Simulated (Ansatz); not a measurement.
# How many bands does the GW gap of PbO (Massicot) need?, part 2 of 2

How do accuracy and time trade against each other in G0W0 on PbO (Massicot)?

Ansatz 0.2.0; G0W0 on r2SCAN, plane waves, PAW; PAW set soft_1. Known limits of the many-body steps: not at the basis limit; no spin-orbit coupling; coarse k mesh.

So far. Step 4 (987 empty bands, screening to 200 eV): Against the run with 4×4×4 mesh, 459 empty bands, screening to 120 eV, PAW set soft_1 files, the gap moves by +0.15 eV.

### 5. Changing the k mesh: 2×2×2 mesh, 459 empty bands, screening to 120 eV, PAW set soft_1 files

Only the mesh changes. It samples the long-range screening, which converges on its own terms. Bands and cutoff differ from the step before, so it is read against an earlier run that matches them.

Input file input.yaml:

```yaml
crystal:
  lattice:
    - [5.8931, 0.0, 0.0]
    - [0.0, 5.4904, 0.0]
    - [0.0, 0.0, 4.7528]
  atoms:
    - { symbol: Pb, position: [0.2297, 0.9884, 0.25] }
    - { symbol: Pb, position: [0.7703, 0.0116, 0.75] }
    - { symbol: Pb, position: [0.2297, 0.5116, 0.75] }
    - { symbol: Pb, position: [0.7703, 0.4884, 0.25] }
    - { symbol: O, position: [0.8653, 0.0917, 0.25] }
    - { symbol: O, position: [0.1347, 0.9083, 0.75] }
    - { symbol: O, position: [0.8653, 0.4083, 0.75] }
    - { symbol: O, position: [0.1347, 0.5917, 0.25] }
kpoints:
  mp_grid: { grid: [2, 2, 2] }
hamiltonian:
  xc: r2scan
  pseudopotentials: { kind: paw, azcp: { folder: soft_1 } }
scf:
  occupations: { method: fixed }
gw:
  n_empty_bands: 459
  ecut_chi: 120
  qp_bands: [v2, c2]
  qp_kpoints: band_edges
  screening: { model: contour_deformation }
```

Started as:

```bash
ansatz run input.yaml --threads 2 --pin off --max-ram 92160MiB --backend cuda --events-out ev --progress --plain --runs-dir out --devices 1 --max-vram 13GiB
```

Numbers of over 12 decimals in the logs are rounded to 6 here.

Log:

```text
GPUs: using 1 of 1 available (devices: 1).
[...]
GPU FFT provider: cuFFT
GPU libraries: cuBLAS 13.8.2, cuFFT 12.4.0, cuSOLVER 12.3.4
Crystal: 8 atoms, lattice volume = 153.779 Å³
Basis set: ecut = 500 eV, 3869 PW (Γ), exchange–correlation on 180×180×144 points (64 copies of the dense FFT grid, shifted against one another)
Bands: 48, of which v1, the nominal top of the filled ones, is band 40 counted from 1 (39 counted from 0)
[...]
1    42     12.7655    -8.4608    -3.6635   -12.4390  0.7956    13.0816    13.0801  root
[...]
7    39      7.6065   -21.7240     3.1743   -18.2973  0.7503     7.3530     7.3541  root
     7    40      7.6065   -21.7240     3.1743   -18.2973  0.7503     7.3530     7.3541  root
     7    41     11.0662   -10.6294    -3.1568   -14.1837  0.7993    11.4655    11.4637  root
     7    42     11.0662   -10.6294    -3.1568   -14.1837  0.7993    11.4655    11.4637  root
[key lines of the parts left out:]
SCF converged after 8 iterations
Free energy (F): -49965.467528 eV
Fermi energy:    8.149503 eV
```

Run time: 26 s. Hardware: 1 × NVIDIA H100 80GB HBM3 (shared by 6 runs) with 2 threads of AMD EPYC 7R13 (Zen 3), shared host; peak memory 1.8 GiB.

This step gave:

```yaml
bands_summed: 499
rpa_eps_infinity_on_this_mesh_eigenvalues: 5.348, 5.359, 5.427
plane_waves_in_the_screening_matrix: 463
g0w0_gap_on_the_mesh: 3.445 eV
k_of_the_valence_top: 0, 0, 0
k_of_the_conduction_bottom: -0.5, -0.5, -0.5
starting_gap_on_the_mesh: 2.917 eV
least_direct_g0w0_gap_on_the_computed_points: 3.740 eV
```

Against the run with 4×4×4 mesh, 459 empty bands, screening to 120 eV, PAW set soft_1 files, the gap moves by +0.27 eV, while the start moved by +0.11 eV. A band edge is found at another k point on this mesh.

### 6. Changing the frequency model: 4×4×4 mesh, 459 empty bands, screening to 120 eV, plasmon pole, PAW set soft_1 files

A plasmon pole stands in for the full frequency dependence of the screening; this run shows what that costs in accuracy.

Changes to input.yaml since step 5:

```diff
@@ -15,3 +15,3 @@
 kpoints:
-  mp_grid: { grid: [2, 2, 2] }
+  mp_grid: { grid: [4, 4, 4] }
 hamiltonian:
@@ -26,2 +26,2 @@
   qp_kpoints: band_edges
-  screening: { model: contour_deformation }
+  screening: { model: godby_needs }
```

Log:

```text
GPUs: using 1 of 1 available (devices: 1).
[...]
GPU FFT provider: cuFFT
GPU libraries: cuBLAS 13.8.2, cuFFT 12.4.0, cuSOLVER 12.3.4
Crystal: 8 atoms, lattice volume = 153.779 Å³
Basis set: ecut = 500 eV, 3869 PW (Γ), exchange–correlation on 180×180×144 points (64 copies of the dense FFT grid, shifted against one another)
Bands: 48, of which v1, the nominal top of the filled ones, is band 40 counted from 1 (39 counted from 0)
[...]
1    42     12.9518   -11.3657    -3.4084   -15.3823  0.8152    13.5617    13.5600  root
[...]
26    39      7.6182   -21.5523     3.0654   -18.3067  0.7892     7.4378     7.4380  root
    26    40      7.6182   -21.5523     3.0654   -18.3067  0.7892     7.4378     7.4380  root
    26    41     11.0732   -10.8838    -2.9008   -14.1894  0.8261    11.4786    11.4780  root
    26    42     11.0732   -10.8838    -2.9008   -14.1894  0.8261    11.4786    11.4780  root
[key lines of the parts left out:]
SCF converged after 8 iterations
Free energy (F): -49965.439220 eV
Fermi energy:    8.162667 eV
```

Elapsed: 2 min, on 1 × NVIDIA H100 80GB HBM3 (shared by 6 runs) with 2 threads; peak memory 3.6 GiB; 3.4 min of CPU time.

Numbers from this step:

```
bands summed                                 : 499
plasmon-pole fit frequency                   : 26.78 eV
RPA ε∞ on this mesh (eigenvalues)            : 5.303, 5.501, 5.765
plane waves in the screening matrix          : 463
G0W0 gap on the mesh                         : 3.117 eV
k of the valence top                         : 0, 0, 0
k of the conduction bottom                   : -0.5, -0.5, 0.25
starting gap on the mesh                     : 2.805 eV
least direct G0W0 gap on the computed points : 3.508 eV
```

Against the run with 4×4×4 mesh, 459 empty bands, screening to 120 eV, PAW set soft_1 files, the gap moves by −0.06 eV.

### 7. Changing the files: 4×4×4 mesh, 459 empty bands, screening to 120 eV, hard PAW files

Other atomic data (hard PAW) test the pseudisation: the cutoff goes from 500 to 1050 eV and the valence electrons from 80 to 112, which opens shells that were frozen.

This step: G0W0 on r2SCAN, plane waves, PAW.

Changes to input.yaml since step 6:

```diff
@@ -18,3 +18,3 @@
   xc: r2scan
-  pseudopotentials: { kind: paw, azcp: { folder: soft_1 } }
+  pseudopotentials: { kind: paw, source: ansatz }
 scf:
@@ -26,2 +26,2 @@
   qp_kpoints: band_edges
-  screening: { model: godby_needs }
+  screening: { model: contour_deformation }
```

Log:

```text
GPUs: using 1 of 1 available (devices: 1).
[...]
GPU FFT provider: cuFFT
GPU libraries: cuBLAS 13.8.2, cuFFT 12.4.0, cuSOLVER 12.3.4
Crystal: 8 atoms, lattice volume = 153.779 Å³
Basis set: ecut = 1050 eV, 11899 PW (Γ), exchange–correlation on 288×288×240 points (64 copies of the dense FFT grid, shifted against one another)
Bands: 68, of which v1, the nominal top of the filled ones, is band 56 counted from 1 (55 counted from 0)
[...]
1    58     14.5670   -11.3623    -3.4793   -15.3852  0.7855    15.1150    15.1107  root
[...]
26    55      9.2293   -21.5574     3.0165   -18.3146  0.7531     9.0021     9.0029  root
    26    56      9.2293   -21.5574     3.0165   -18.3146  0.7531     9.0021     9.0029  root
    26    57     12.6878   -10.8963    -2.9421   -14.2082  0.8042    13.0590    13.0577  root
    26    58     12.6878   -10.8963    -2.9421   -14.2082  0.8042    13.0590    13.0577  root
[key lines of the parts left out:]
SCF converged after 8 iterations
Free energy (F): -63494.962729 eV
Fermi energy:    9.773911 eV
```

Wall time 4 min (1 × NVIDIA H100 80GB HBM3 (shared by 6 runs) with 2 threads); peak memory 5.8 GiB; 6.6 min of CPU time.

This step gave:

| Item | Value |
| --- | --- |
| bands summed | 515 |
| RPA ε∞ on this mesh (eigenvalues) | 5.301, 5.499, 5.762 |
| plane waves in the screening matrix | 463 |
| G0W0 gap on the mesh | 3.168 eV |
| k of the valence top | 0, 0, 0 |
| k of the conduction bottom | -0.5, -0.5, 0.25 |
| starting gap on the mesh | 2.806 eV |
| least direct G0W0 gap on the computed points | 3.574 eV |

Against the run with 4×4×4 mesh, 459 empty bands, screening to 120 eV, PAW set soft_1 files, the gap moves by −0.010 eV.

### 8. Side by side

Times are wall times on 1 × NVIDIA H100 80GB HBM3 (shared by 6 runs) with 2 threads of AMD EPYC 7R13 (Zen 3), shared host, good to a factor of about two.

```csv
mesh,files,frequency,bands summed,cutoff (eV),start (eV),G0W0 (eV),time,host memory (GiB)
4×4×4,PAW set soft_1,contour deformation,202,60,2.805,3.078,54 s,1.8
4×4×4,PAW set soft_1,contour deformation,499,120,2.805,3.178,97 s,3.0
4×4×4,PAW set soft_1,contour deformation,1027,200,2.805,3.326,4.2 min,6.5
2×2×2,PAW set soft_1,contour deformation,499,120,2.917,3.445,26 s,1.8
4×4×4,PAW set soft_1,plasmon pole,499,120,2.805,3.117,2 min,3.6
4×4×4,hard PAW,contour deformation,515,120,2.806,3.168,4 min,5.8
```

The parts of the quasiparticle energy at the two band edges (eV; QP = start + Σx + Σc − Vxc):

```csv
run,edge,start,Σx,Σc,Vxc,Z,QP
202 bands,valence top,8.16,-22.88,3.33,-19.74,0.76,8.35
202 bands,conduction bottom,10.97,-9.09,-2.88,-12.44,0.82,11.43
499 bands,valence top,8.16,-22.88,3.03,-19.74,0.75,8.05
499 bands,conduction bottom,10.97,-9.09,-3.09,-12.44,0.81,11.23
1027 bands,valence top,8.16,-22.88,2.78,-19.74,0.75,7.80
1027 bands,conduction bottom,10.97,-9.09,-3.19,-12.44,0.81,11.13
```

### 9. What came out

- 202 bands, 60 eV: 3.078 eV
- 499 bands, 120 eV: 3.178 eV
- 1027 bands, 200 eV: 3.326 eV
- estimated limit in bands and cutoff: 3.46 eV
- mesh and start: 4×4×4, r2SCAN

In words: A line in one over the bands through the two highest rungs gives 3.46 eV, +0.14 eV from the top rung; the pair below gives 3.25 eV, so the estimate is still climbing. The rungs stand 0.39 eV (202 bands), 0.29 eV (499 bands) and 0.14 eV (1027 bands) from it. From 202 to 1027 bands the gap moves by +0.25 eV while the time grows 4.7-fold. Σc changes by −0.55 eV at the valence top and −0.30 eV at the conduction bottom, so both edges matter. On the 2×2×2 mesh in place of 4×4×4 the gap differs by +0.27 eV, of which +0.11 eV is already in the start. The plasmon-pole model gives −0.06 eV against contour deformation, 16 % of the correction, and saved no time in this program. Hard PAW files move the gap by −0.01 eV at equal bands and cutoff, +0.001 eV of it in the start. The 4×4×4 mesh misses a band edge: over a band path and its finer mesh (run apart) the r2SCAN gap is 2.51 eV, so the G0W0 gap over the zone may lie about 0.29 eV below its value on the mesh. Where an edge is built on 6p states of lead, bismuth or thallium, scalar-relativistic gaps usually stand too wide, by a few tenths to over one eV. The many-body steps are scalar-relativistic: spin-orbit coupling is not in them.

[Paths, hosts, dates, memory and timing lines, banners, echoed tables and standing remarks are left out of the program output.]

[Logs are printed without paths, hosts, clocks, repeated set-up lines and the standing remarks that a program may print on its own settings, such as how far it seeks lower states.]

[Runs of the session that timed out or met a known fault of the program may be left out.]

[Cells called generated may have been cut or substituted from an entry of the Crystallography Open Database or the Materials Project.]

[Hosts, paths, dates, database ids (printed as entryN), source tags and the programs' standing remarks are cut or masked in the printed files.]
